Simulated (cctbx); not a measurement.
**Finding the light atoms**

Cell a = 8.5570 Å, b = 8.5570 Å, c = 2.7740 Å, α = 90.00°, β = 90.00°, γ = 90.00°; space group P4/mbm (no. 127); content Sb2 Co10 Fe4 B4. The heavier atoms are placed; B is still missing.

Simulated single-crystal data (cctbx): Mo Kα, λ = 0.71073 Å, to d = 0.84 Å, 80 % of the full sphere, strongest reflection 70000 counts, noise from counting, a 2 % proportional error and a noise floor of 15 counts (s.d.); no absorption.

Refinement without B (map in e/Å³):

```text
Rint 0.019, 124 unique reflections to 0.84 A
cycle     R1     wR2    GooF  max shift (A)
   1  0.1036  0.2391  20.626   0.01196
   2  0.0494  0.1215  10.479   0.00000
final R1 0.0494 wR2 0.1215 GooF 10.479  parameters 7  data/parameter 17.7
atom        x        y        z      Ueq    occ   su(xyz)  su(Uiso or U11)
Sb1    0.00000  0.00000  0.00000   0.0069  1.000  0.00000  0.0009
Co1    0.92757  0.78135  0.50000   0.0063  1.000  0.00030  0.0009
Co2    0.00000  0.50000  0.50000   0.0061  1.000  0.00000  0.0013
Fe1    0.67464  0.82536  0.00000   0.0056  1.000  0.00031  0.0010
difference map: max 9.98 min -0.83 rms 0.56
Q1    0.1227  0.3773  0.0000    4   10.02  1.99 A from Co1
Q2    0.0000  0.0000  0.0000    2    1.16  0.00 A from Sb1
Q3    0.1143  0.2017  0.5000    8    0.82  0.39 A from Co1
Q4    0.1375  0.6375  0.0000    4    0.74  0.45 A from Fe1
Q5    0.0000  0.5000  0.5000    2    0.69  0.00 A from Co2
Q6    0.0608  0.5608  0.5000    4    0.65  0.74 A from Co2
Q7    0.0177  0.6492  0.0000    8    0.50  1.36 A from Fe1
Q8    0.0901  0.2770  0.3210   16    0.40  0.72 A from Co1
```

Simulated single-crystal data (cctbx): neutrons of λ = 0.95 Å, to d = 0.8 Å, 80 % of the full sphere, strongest reflection 5000 counts, noise from counting, a 2 % proportional error and a noise floor of 15 counts (s.d.); no absorption.

Refinement without B (map in fm/Å³; only maxima are listed):

```text
Rint 0.055, 141 unique reflections to 0.80 A
cycle     R1     wR2    GooF  max shift (A)
   1  0.3597  0.6239  23.474   0.01771
   2  0.3384  0.5826  21.921   0.00047
final R1 0.3384 wR2 0.5826 GooF 21.920  parameters 7  data/parameter 20.1
atom        x        y        z      Ueq    occ   su(xyz)  su(Uiso or U11)
Sb1    0.00000  0.00000  0.00000   0.0030  1.000  0.00000  0.0065
Co1    0.92692  0.78199  0.50000   0.0011  1.000  0.00421  0.0068
Co2    0.00000  0.50000  0.50000   0.0001  1.000  0.00000  0.0117
Fe1    0.67466  0.82534  0.00000   0.0049  1.000  0.00124  0.0041
difference map: max 30.80 min -5.39 rms 1.85
Q1    0.1251  0.3749  0.0000    4   30.80  1.98 A from Co1
Q2    0.1764  0.6764  0.0000    4    8.14  0.02 A from Fe1
Q3    0.0156  0.2307  0.5000    8    4.24  0.50 A from Co1
Q4    0.0000  0.0000  0.5000    2    4.22  1.39 A from Sb1
Q5    0.2158  0.2269  0.5000    8    4.03  1.22 A from Co1
Q6    0.2275  0.2725  0.0000    4    3.81  1.18 A from Fe1
Q7    0.0085  0.0736  0.0000    8    3.76  0.63 A from Sb1
Q8    0.0431  0.2541  0.0000    8    3.36  1.44 A from Co1
```

**Question.** Where is B, and which data fix it better?

B sits at (0.8770, 0.6230, 0). Adding it takes R1 from 0.049 to 0.004 with X-rays and from 0.338 to 0.018 with neutrons. Its largest coordinate s.u. is 0.00022 with X-rays and 0.00009 with neutrons, so neutrons fix it better in these data. In the X-ray map Q1 marks it. In the neutron map Q1 marks it.

Final neutron refinement:

```text
Rint 0.055, 141 unique reflections to 0.80 A
cycle     R1     wR2    GooF  max shift (A)
   1  0.1026  0.2097   7.949   0.02537
   2  0.0178  0.0258   0.978   0.00000
final R1 0.0178 wR2 0.0258 GooF 0.978  parameters 9  data/parameter 15.7
atom        x        y        z      Ueq    occ   su(xyz)  su(Uiso or U11)
Sb1    0.00000  0.00000  0.00000   0.0079  1.000  0.00000  0.0003
Co1    0.92737  0.78120  0.50000   0.0075  1.000  0.00017  0.0003
Co2    0.00000  0.50000  0.50000   0.0080  1.000  0.00000  0.0005
Fe1    0.67444  0.82556  0.00000   0.0074  1.000  0.00004  0.0001
B1     0.87710  0.62290  0.00000   0.0118  1.000  0.00009  0.0002
difference map: max 0.51 min -0.55 rms 0.12
Q1    0.0885  0.4115  0.5000    4    0.55  1.07 A from Co2
Q2    0.0000  0.5000  0.5000    2    0.48  0.00 A from Co2
Q3    0.0216  0.7024  0.5000    8    0.32  1.05 A from Co1
Q4    0.1397  0.2015  0.5000    8    0.30  0.59 A from Co1
Q5    0.0000  0.0000  0.5000    2    0.30  1.39 A from Sb1
Q6    0.0655  0.7564  0.0000    8    0.30  1.17 A from Fe1
```

The model is made up (kin elements in a known structure type, no relaxation), so it says nothing on whether the phase exists.

[Middle refinement cycles are left out of these outputs.]

[Logs are printed without paths, hosts, clocks, repeated set-up lines and the standing remarks that a program may print on its own settings, such as how far it seeks lower states.]
